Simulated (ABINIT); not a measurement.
# PbF2 (Fluorocronite): a self-consistent loop beyond G0W0, cycle by cycle, part 2 of 4

Aim: iterate the self-energy on PbF2 (Fluorocronite) and follow the gap from cycle to cycle.

ABINIT 10.8.3; LDA and many-body steps on it, plane waves. Known limits of the many-body steps: not at the basis limit; no spin-orbit coupling; coarse k mesh.

So far. Step 4 (G0W0): The gap on the mesh goes from 4.28 eV to 6.56 eV, a correction of +2.28 eV. Step 5 (QSGW, cycle 1): Against G0W0 in ABINIT (4×4×4 mesh, 57 bands, screening to 108.8 eV, Godby-Needs plasmon pole), the gap moves by +0.414 eV.

The database entry behind the starting cell differs from later determinations by our own check (0.1 to 0.3 % short, probably kX units), so it need not match the best structure at ambient conditions.

## 6. Screening, 4×4×4 mesh, 57 bands, screening to 108.8 eV

This step: RPA screening on LDA, plane waves, norm-conserving pseudopotentials.

Contents of run.abi:

```
acell 3*1.0 Angstrom
rprim 
  -0.000000000000 2.963660000000 2.963660000000
  2.963660000000 0.000000000000 2.963660000000
  2.963660000000 2.963660000000 -0.000000000000
ntypat 2
znucl 82 9
natom 3
typat 1 2 2
xred 
  0.000000000000 0.000000000000 0.000000000000
  0.250000000000 0.250000000000 0.250000000000
  0.750000000000 0.750000000000 0.750000000000
pp_dirpath "pseudos"
pseudos "Pb.upf, F.upf"
ecut 36
ngkpt 4 4 4
nshiftk 1
shiftk 0 0 0
kptopt 1
chksymbreak 0
istwfk *1
occopt 1
irdwfk 1
optdriver 3
nband 57
ecuteps 4
inclvkb 2
awtr 1
symchi 1
gwcalctyp 28
mbpt_sciss 2.893 eV
nqptdm 1
qptdm 
  0 0 0
indata_prefix "in"
outdata_prefix "out"
tmpdata_prefix "tmp"
```

Launch:

```bash
> OMP_NUM_THREADS=1 mpirun -n 4 abinit run.abi > log
```

The program printed:

```text
.Version 10.8.3 of ABINIT. v10.8.2 released Aug 2026.

 Symmetries : space group Fm -3 m (#225); Bravais cF (face-center cubic)
[... echo of the input left out ...]
== DATASET  1 ==================================================================
-   mpi_nproc: 4, omp_nthreads: 1 (-1 if OMP is not activated)

--- !DatasetInfo
iteration_state: {dtset: 1, }
dimensions: {natom: 3, nkpt: 8, mband: 57, nsppol: 1, nspinor: 1, nspden: 1, mpw: 3695, }
cutoff_energies: {ecut:  36.0, pawecutdg:  -1.0, }
electrons: {nelect:   3.60000000E+01, charge:   0.00000000E+00, occopt:   1.00000000E+00, tsmear:   1.00000000E-02, }

 SCREENING: Calculation of the susceptibility and dielectric matrices

 Based on a program developped by R.W. Godby, V. Olevano, G. Onida, and L. Reining.
 Incorporated in ABINIT by V. Olevano, G.-M. Rignanese, and M. Torrent.
.Using double precision arithmetic ; gwpc =  8

[... cell and pseudopotentials left out ...]
--------------------------------------------------------------------------------

 ==== K-mesh for the wavefunctions ====
 Number of points in the irreducible wedge :     8
[... list of points left out ...]
 Together with 48 symmetry operations and time-reversal symmetry
 yields    64 points in the full Brillouin Zone.

 ==== Q-mesh for the screening function ====
 Number of points in the irreducible wedge :     8
[... list of points left out ...]
 Together with 48 symmetry operations and time-reversal symmetry
 yields    64 points in the full Brillouin Zone.

 setmesh: FFT mesh size selected  =    30x   30x   30
          total number of points  =        27000

 vcoul_init : cutoff-mode = AUXILIARY_FUNCTION
 q-points for optical limit:   1
     1)      0.000010    0.000020    0.000030

 Dielectric matrix will be calculated only for some
 selected q points provided by the user through the input variables
 nqptdm and qptdm

- screening: taking advantage of time-reversal symmetry
- Maximum band index for partially occupied states nbvw = 18
- Remaining bands to be divided among processors   nbcw = 39
- Number of bands treated by each node ~9

 rdqps: reading QP wavefunctions of the previous step
        looking for file in_QPS
 file not found, 1st iteration initialized with KS eigenelements

 screening : performing a first self-consistency
 update of the energies in W by a scissor operator
 applying a scissor operator of [eV] :   2.893

 Number of electrons calculated from density =   36.0000; Expected =   36.0000
 average of density, n =  0.102469
 r_s =    1.3257
 omega_plasma =   30.8781 [eV]

 calculating chi0 at frequencies [eV] :
  1    0.000000E+00    0.000000E+00
  2    0.000000E+00    3.087813E+01

--------------------------------------------------------------------------------
  q-point number  1        q = ( 0.000000, 0.000000, 0.000000) [r.l.u.]
--------------------------------------------------------------------------------
[... chi0 elements left out ...]
 For q-point:  0.000010 0.000020 0.000030
  dielectric constant =   2.7342
  dielectric constant without local fields =   3.0978

  Average fulfillment of the sum rule on Im[epsilon] for q-point    1 :     42.35  [%]
[... wings left out ...]
== END DATASET(S) ==============================================================
================================================================================

 -outvars: echo values of variables after computation  --------
           etotal      0.0000000000E+00
            nband          57
             nkpt           8
          spgroup         225
 [... the other variables as echoed above ...]

 Calculation completed.
```

It took 5.3 s on 4 MPI ranks of Arm Neoverse V1, shared host; peak memory 0.56 GiB.

This step gave:

```yaml
eps_infinity_with_local_fields_on_this_mesh_along_the_program_s_q_direction: 2.734
the_same_without_local_fields: 3.098
plasma_frequency: 30.88 eV
plane_waves_in_the_screening_matrix: 137
```

This screening uses the functional's bands under a rigid shift, the mean opening of the cycle before.

## 7. Screening, 4×4×4 mesh, 57 bands, screening to 108.8 eV

This step: RPA screening on LDA from quasiparticle energies and orbitals, plane waves, norm-conserving pseudopotentials.

run.abi: that of step 6 with these lines changed.

```diff
@@ -30,7 +30,13 @@
 symchi 1
+irdqps 1
 gwcalctyp 28
-mbpt_sciss 2.893 eV
-nqptdm 1
+nqptdm 7
 qptdm 
-  0 0 0
+  0.2500000000 0.0000000000 0.0000000000
+  0.5000000000 0.0000000000 0.0000000000
+  0.2500000000 0.2500000000 0.0000000000
+  0.5000000000 0.2500000000 0.0000000000
+  -0.2500000000 0.2500000000 0.0000000000
+  0.5000000000 0.5000000000 0.0000000000
+  -0.2500000000 0.5000000000 0.2500000000
 indata_prefix "in"
```

Contents of mrgscr.stdin:

```
2
merged
q0_SCR
out_SCR
1
```

Launch:

```bash
> OMP_NUM_THREADS=1 mpirun -n 4 abinit run.abi > log; mrgscr < mrgscr.stdin
```

The program printed:

```text
.Version 10.8.3 of ABINIT. v10.8.2 released Aug 2026.

 Symmetries : space group Fm -3 m (#225); Bravais cF (face-center cubic)
[... echo of the input left out ...]
== DATASET  1 ==================================================================
-   mpi_nproc: 4, omp_nthreads: 1 (-1 if OMP is not activated)

--- !DatasetInfo
iteration_state: {dtset: 1, }
dimensions: {natom: 3, nkpt: 8, mband: 57, nsppol: 1, nspinor: 1, nspden: 1, mpw: 3695, }
cutoff_energies: {ecut:  36.0, pawecutdg:  -1.0, }
[...]
q-point number  1        q = ( 0.250000, 0.000000, 0.000000) [r.l.u.]
--------------------------------------------------------------------------------
[... chi0 elements left out ...]
  Average fulfillment of the sum rule on Im[epsilon] for q-point    2 :     62.48  [%]

--------------------------------------------------------------------------------
  q-point number  2        q = ( 0.500000, 0.000000, 0.000000) [r.l.u.]
--------------------------------------------------------------------------------
[... chi0 elements left out ...]
  Average fulfillment of the sum rule on Im[epsilon] for q-point    3 :     53.24  [%]

 [... 5 further q-points ...]
```

The job ended after 16 s (4 MPI ranks; peak memory 0.73 GiB; 62 s of CPU time).

Numbers from this step:

| Item | Value |
| --- | --- |
| plasma frequency | 30.88 eV |
| plane waves in the screening matrix | 137 |

This screening reads the quasiparticle levels of the cycle before.

## 8. QSGW, cycle 2

The corrected levels of the last cycle go back in.

This step: QSGW on LDA, plane waves, norm-conserving pseudopotentials.

run.abi: that of step 7 with these lines changed.

```diff
@@ -24,12 +24,10 @@
 irdwfk 1
-optdriver 3
+optdriver 4
 nband 57
-ecuteps 4
-inclvkb 2
-awtr 1
-symchi 1
-irdqps 1
 gwcalctyp 28
-nqptdm 7
-qptdm 
+ecutsigx 36
+symsigma 0
+nkptgw 8
+kptgw 
+  0.0000000000 0.0000000000 0.0000000000
   0.2500000000 0.0000000000 0.0000000000
@@ -41,2 +39,16 @@
   -0.2500000000 0.5000000000 0.2500000000
+bdgw 
+  12 27
+  12 27
+  12 27
+  12 27
+  12 27
+  12 27
+  12 27
+  12 27
+ecuteps 4
+irdscr 1
+ppmodel 1
+irdqps 1
+rhoqpmix 0.3
 indata_prefix "in"
```

Launch:

```bash
> OMP_NUM_THREADS=1 mpirun -n 4 abinit run.abi > log
```

The program printed:

```text
.Version 10.8.3 of ABINIT. v10.8.2 released Aug 2026.

 Symmetries : space group Fm -3 m (#225); Bravais cF (face-center cubic)
[... echo of the input left out ...]
== DATASET  1 ==================================================================
-   mpi_nproc: 4, omp_nthreads: 1 (-1 if OMP is not activated)

--- !DatasetInfo
iteration_state: {dtset: 1, }
dimensions: {natom: 3, nkpt: 8, mband: 57, nsppol: 1, nspinor: 1, nspden: 1, mpw: 3695, }
cutoff_energies: {ecut:  36.0, pawecutdg:  -1.0, }
[...]
.  kptgw no:  3; Maximum DeltaE = (  -0.438  -0.000) for band index:  2
[...]
.  kptgw no:  7; Maximum DeltaE = (   0.257   0.004) for band index:  6
.  kptgw no:  8; Maximum DeltaE = (   0.189  -0.005) for band index:  5

== END DATASET(S) ==============================================================
================================================================================

 -outvars: echo values of variables after computation  --------
           etotal      0.0000000000E+00
            nband          57
             nkpt           8
          spgroup         225
 [... the other variables as echoed above ...]

 Calculation completed.
```

The job ended after 2.2 min (4 MPI ranks; peak memory 1.5 GiB).

Numbers from this step:

* quasiparticle gap on the mesh: 7.575 eV
* gap of the density functional on the mesh: 4.278 eV
* k of the valence top: -0.25, 0.5, 0.25
* k of the conduction bottom: 0.5, 0.5, 0
* least direct quasiparticle gap on the computed points: 7.745 eV

Against the cycle before, the gap moves by +0.600 eV.

## 9. Screening, 4×4×4 mesh, 57 bands, screening to 108.8 eV

This step: RPA screening on LDA, plane waves, norm-conserving pseudopotentials.

Contents of run.abi:

```
acell 3*1.0 Angstrom
rprim 
  -0.000000000000 2.963660000000 2.963660000000
  2.963660000000 0.000000000000 2.963660000000
  2.963660000000 2.963660000000 -0.000000000000
ntypat 2
znucl 82 9
natom 3
typat 1 2 2
xred 
  0.000000000000 0.000000000000 0.000000000000
  0.250000000000 0.250000000000 0.250000000000
  0.750000000000 0.750000000000 0.750000000000
pp_dirpath "pseudos"
pseudos "Pb.upf, F.upf"
ecut 36
ngkpt 4 4 4
nshiftk 1
shiftk 0 0 0
kptopt 1
chksymbreak 0
istwfk *1
occopt 1
irdwfk 1
optdriver 3
nband 57
ecuteps 4
inclvkb 2
awtr 1
symchi 1
gwcalctyp 28
mbpt_sciss 3.507 eV
nqptdm 1
qptdm 
  0 0 0
indata_prefix "in"
outdata_prefix "out"
tmpdata_prefix "tmp"
```

The program printed:

```text
.Version 10.8.3 of ABINIT. v10.8.2 released Aug 2026.

 Symmetries : space group Fm -3 m (#225); Bravais cF (face-center cubic)
[... echo of the input left out ...]
== DATASET  1 ==================================================================
-   mpi_nproc: 4, omp_nthreads: 1 (-1 if OMP is not activated)

--- !DatasetInfo
iteration_state: {dtset: 1, }
dimensions: {natom: 3, nkpt: 8, mband: 57, nsppol: 1, nspinor: 1, nspden: 1, mpw: 3695, }
cutoff_energies: {ecut:  36.0, pawecutdg:  -1.0, }
[...]
[... chi0 elements left out ...]
 For q-point:  0.000010 0.000020 0.000030
  dielectric constant =   2.6555
  dielectric constant without local fields =   2.9960

  Average fulfillment of the sum rule on Im[epsilon] for q-point    1 :     43.06  [%]
[... wings left out ...]
== END DATASET(S) ==============================================================
================================================================================

 -outvars: echo values of variables after computation  --------
           etotal      0.0000000000E+00
            nband          57
             nkpt           8
          spgroup         225
 [... the other variables as echoed above ...]

 Calculation completed.
```

The job ended after 5.3 s (4 MPI ranks; peak memory 0.56 GiB).

This step gave:

| Item | Value |
| --- | --- |
| ε∞ with local fields, on this mesh, along the program's q direction | 2.655 |
| the same without local fields | 2.996 |
| plasma frequency | 30.88 eV |
| plane waves in the screening matrix | 137 |

This screening uses the functional's bands under a rigid shift, the mean opening of the cycle before.

## 10. Screening, 4×4×4 mesh, 57 bands, screening to 108.8 eV

This step: RPA screening on LDA from quasiparticle energies and orbitals, plane waves, norm-conserving pseudopotentials.

run.abi: that of step 9 with these lines changed.

```diff
@@ -30,7 +30,13 @@
 symchi 1
+irdqps 1
 gwcalctyp 28
-mbpt_sciss 3.507 eV
-nqptdm 1
+nqptdm 7
 qptdm 
-  0 0 0
+  0.2500000000 0.0000000000 0.0000000000
+  0.5000000000 0.0000000000 0.0000000000
+  0.2500000000 0.2500000000 0.0000000000
+  0.5000000000 0.2500000000 0.0000000000
+  -0.2500000000 0.2500000000 0.0000000000
+  0.5000000000 0.5000000000 0.0000000000
+  -0.2500000000 0.5000000000 0.2500000000
 indata_prefix "in"
```

mrgscr.stdin is that of step 7.

Launch:

```bash
> OMP_NUM_THREADS=1 mpirun -n 4 abinit run.abi > log; mrgscr < mrgscr.stdin
```

The program printed:

```text
.Version 10.8.3 of ABINIT. v10.8.2 released Aug 2026.

 Symmetries : space group Fm -3 m (#225); Bravais cF (face-center cubic)
[... echo of the input left out ...]
== DATASET  1 ==================================================================
-   mpi_nproc: 4, omp_nthreads: 1 (-1 if OMP is not activated)

--- !DatasetInfo
iteration_state: {dtset: 1, }
dimensions: {natom: 3, nkpt: 8, mband: 57, nsppol: 1, nspinor: 1, nspden: 1, mpw: 3695, }
cutoff_energies: {ecut:  36.0, pawecutdg:  -1.0, }
[...]
q-point number  1        q = ( 0.250000, 0.000000, 0.000000) [r.l.u.]
--------------------------------------------------------------------------------
[... chi0 elements left out ...]
  Average fulfillment of the sum rule on Im[epsilon] for q-point    2 :     62.92  [%]

--------------------------------------------------------------------------------
  q-point number  2        q = ( 0.500000, 0.000000, 0.000000) [r.l.u.]
--------------------------------------------------------------------------------
[... chi0 elements left out ...]
  Average fulfillment of the sum rule on Im[epsilon] for q-point    3 :     53.54  [%]

 [... 5 further q-points ...]
```

Wall time 15 s (4 MPI ranks); peak memory 0.73 GiB.

This step gave:

- plasma frequency: 30.88 eV
- plane waves in the screening matrix: 137

This screening reads the quasiparticle levels of the cycle before.

## 11. QSGW, cycle 3

This step: QSGW on LDA, plane waves, norm-conserving pseudopotentials.

run.abi: that of step 10 with these lines changed.

```diff
@@ -24,12 +24,10 @@
 irdwfk 1
-optdriver 3
+optdriver 4
 nband 57
-ecuteps 4
-inclvkb 2
-awtr 1
-symchi 1
-irdqps 1
 gwcalctyp 28
-nqptdm 7
-qptdm 
+ecutsigx 36
+symsigma 0
+nkptgw 8
+kptgw 
+  0.0000000000 0.0000000000 0.0000000000
   0.2500000000 0.0000000000 0.0000000000
@@ -41,2 +39,16 @@
   -0.2500000000 0.5000000000 0.2500000000
+bdgw 
+  12 27
+  12 27
+  12 27
+  12 27
+  12 27
+  12 27
+  12 27
+  12 27
+ecuteps 4
+irdscr 1
+ppmodel 1
+irdqps 1
+rhoqpmix 0.3
 indata_prefix "in"
```

Launch:

```bash
> OMP_NUM_THREADS=1 mpirun -n 4 abinit run.abi > log
```

The program printed:

```text
.Version 10.8.3 of ABINIT. v10.8.2 released Aug 2026.

 Symmetries : space group Fm -3 m (#225); Bravais cF (face-center cubic)
[... echo of the input left out ...]
== DATASET  1 ==================================================================
-   mpi_nproc: 4, omp_nthreads: 1 (-1 if OMP is not activated)

--- !DatasetInfo
iteration_state: {dtset: 1, }
dimensions: {natom: 3, nkpt: 8, mband: 57, nsppol: 1, nspinor: 1, nspden: 1, mpw: 3695, }
cutoff_energies: {ecut:  36.0, pawecutdg:  -1.0, }
[...]
.  kptgw no:  3; Maximum DeltaE = (  -0.087  -0.000) for band index:  1
[...]
.  kptgw no:  7; Maximum DeltaE = (  -0.085   0.002) for band index: 16
.  kptgw no:  8; Maximum DeltaE = (  -0.105   0.009) for band index: 12

== END DATASET(S) ==============================================================
================================================================================

 -outvars: echo values of variables after computation  --------
           etotal      0.0000000000E+00
            nband          57
             nkpt           8
          spgroup         225
 [... the other variables as echoed above ...]

 Calculation completed.
```

Elapsed: 2.2 min, on 4 MPI ranks; peak memory 1.5 GiB; 8.7 min of CPU time.

Numbers from this step:

```
quasiparticle gap on the mesh                         : 7.762 eV
gap of the density functional on the mesh             : 4.278 eV
k of the valence top                                  : -0.25, 0.5, 0.25
k of the conduction bottom                            : 0.5, 0.5, 0
least direct quasiparticle gap on the computed points : 7.929 eV
```

Against the cycle before, the gap moves by +0.187 eV.

## 12. Screening, 4×4×4 mesh, 57 bands, screening to 108.8 eV

This step: RPA screening on LDA, plane waves, norm-conserving pseudopotentials.

Contents of run.abi:

```
acell 3*1.0 Angstrom
rprim 
  -0.000000000000 2.963660000000 2.963660000000
  2.963660000000 0.000000000000 2.963660000000
  2.963660000000 2.963660000000 -0.000000000000
ntypat 2
znucl 82 9
natom 3
typat 1 2 2
xred 
  0.000000000000 0.000000000000 0.000000000000
  0.250000000000 0.250000000000 0.250000000000
  0.750000000000 0.750000000000 0.750000000000
pp_dirpath "pseudos"
pseudos "Pb.upf, F.upf"
ecut 36
ngkpt 4 4 4
nshiftk 1
shiftk 0 0 0
kptopt 1
chksymbreak 0
istwfk *1
occopt 1
irdwfk 1
optdriver 3
nband 57
ecuteps 4
inclvkb 2
awtr 1
symchi 1
gwcalctyp 28
mbpt_sciss 3.689 eV
nqptdm 1
qptdm 
  0 0 0
indata_prefix "in"
outdata_prefix "out"
tmpdata_prefix "tmp"
```

The program printed:

```text
.Version 10.8.3 of ABINIT. v10.8.2 released Aug 2026.

 Symmetries : space group Fm -3 m (#225); Bravais cF (face-center cubic)
[... echo of the input left out ...]
== DATASET  1 ==================================================================
-   mpi_nproc: 4, omp_nthreads: 1 (-1 if OMP is not activated)

--- !DatasetInfo
iteration_state: {dtset: 1, }
dimensions: {natom: 3, nkpt: 8, mband: 57, nsppol: 1, nspinor: 1, nspden: 1, mpw: 3695, }
cutoff_energies: {ecut:  36.0, pawecutdg:  -1.0, }
[...]
[... chi0 elements left out ...]
 For q-point:  0.000010 0.000020 0.000030
  dielectric constant =   2.6338
  dielectric constant without local fields =   2.9680

  Average fulfillment of the sum rule on Im[epsilon] for q-point    1 :     43.27  [%]
[... wings left out ...]
== END DATASET(S) ==============================================================
================================================================================

 -outvars: echo values of variables after computation  --------
           etotal      0.0000000000E+00
            nband          57
             nkpt           8
          spgroup         225
 [... the other variables as echoed above ...]

 Calculation completed.
```

It took 5.3 s on 4 MPI ranks; peak memory 0.56 GiB.

Numbers from this step:

| Quantity | Value |
| --- | --- |
| ε∞ with local fields, on this mesh, along the program's q direction | 2.634 |
| the same without local fields | 2.968 |
| plasma frequency | 30.88 eV |
| plane waves in the screening matrix | 137 |

This screening uses the functional's bands under a rigid shift, the mean opening of the cycle before.

## 13. Screening, 4×4×4 mesh, 57 bands, screening to 108.8 eV

This step: RPA screening on LDA from quasiparticle energies and orbitals, plane waves, norm-conserving pseudopotentials.

run.abi: that of step 12 with these lines changed.

```diff
@@ -30,7 +30,13 @@
 symchi 1
+irdqps 1
 gwcalctyp 28
-mbpt_sciss 3.689 eV
-nqptdm 1
+nqptdm 7
 qptdm 
-  0 0 0
+  0.2500000000 0.0000000000 0.0000000000
+  0.5000000000 0.0000000000 0.0000000000
+  0.2500000000 0.2500000000 0.0000000000
+  0.5000000000 0.2500000000 0.0000000000
+  -0.2500000000 0.2500000000 0.0000000000
+  0.5000000000 0.5000000000 0.0000000000
+  -0.2500000000 0.5000000000 0.2500000000
 indata_prefix "in"
```

mrgscr.stdin is that of step 10.

Launch:

```bash
> OMP_NUM_THREADS=1 mpirun -n 4 abinit run.abi > log; mrgscr < mrgscr.stdin
```

The program printed:

```text
.Version 10.8.3 of ABINIT. v10.8.2 released Aug 2026.

 Symmetries : space group Fm -3 m (#225); Bravais cF (face-center cubic)
[... echo of the input left out ...]
== DATASET  1 ==================================================================
-   mpi_nproc: 4, omp_nthreads: 1 (-1 if OMP is not activated)

--- !DatasetInfo
iteration_state: {dtset: 1, }
dimensions: {natom: 3, nkpt: 8, mband: 57, nsppol: 1, nspinor: 1, nspden: 1, mpw: 3695, }
cutoff_energies: {ecut:  36.0, pawecutdg:  -1.0, }
[...]
q-point number  1        q = ( 0.250000, 0.000000, 0.000000) [r.l.u.]
--------------------------------------------------------------------------------
[... chi0 elements left out ...]
  Average fulfillment of the sum rule on Im[epsilon] for q-point    2 :     63.07  [%]

--------------------------------------------------------------------------------
  q-point number  2        q = ( 0.500000, 0.000000, 0.000000) [r.l.u.]
--------------------------------------------------------------------------------
[... chi0 elements left out ...]
  Average fulfillment of the sum rule on Im[epsilon] for q-point    3 :     53.63  [%]

 [... 5 further q-points ...]
```

The job ended after 15 s (4 MPI ranks; peak memory 0.73 GiB).

This step gave:

```yaml
plasma_frequency: 30.88 eV
plane_waves_in_the_screening_matrix: 137
```

This screening reads the quasiparticle levels of the cycle before.

[end of part 2 of 4]

[Paths, hosts, dates, memory and timing lines, banners, echoed tables and standing remarks are left out of the program output.]

[Logs are printed without paths, hosts, clocks, repeated set-up lines and the standing remarks that a program may print on its own settings, such as how far it seeks lower states.]

[Runs of the session that timed out or met a known fault of the program may be left out.]

[Hosts, paths, dates, database ids (printed as entryN), source tags and the programs' standing remarks are cut or masked in the printed files.]

[G0W0 gaps are taken among the corrected bands and points alone; a level outside them can change the order at an edge.]

[Where Ansatz stands beside ABINIT at settings called matched, ABINIT's density can come from a denser mesh and the files from another edition; pairs whose starting gaps differed by over 0.03 eV were left out, so agreement reads better than it is.]
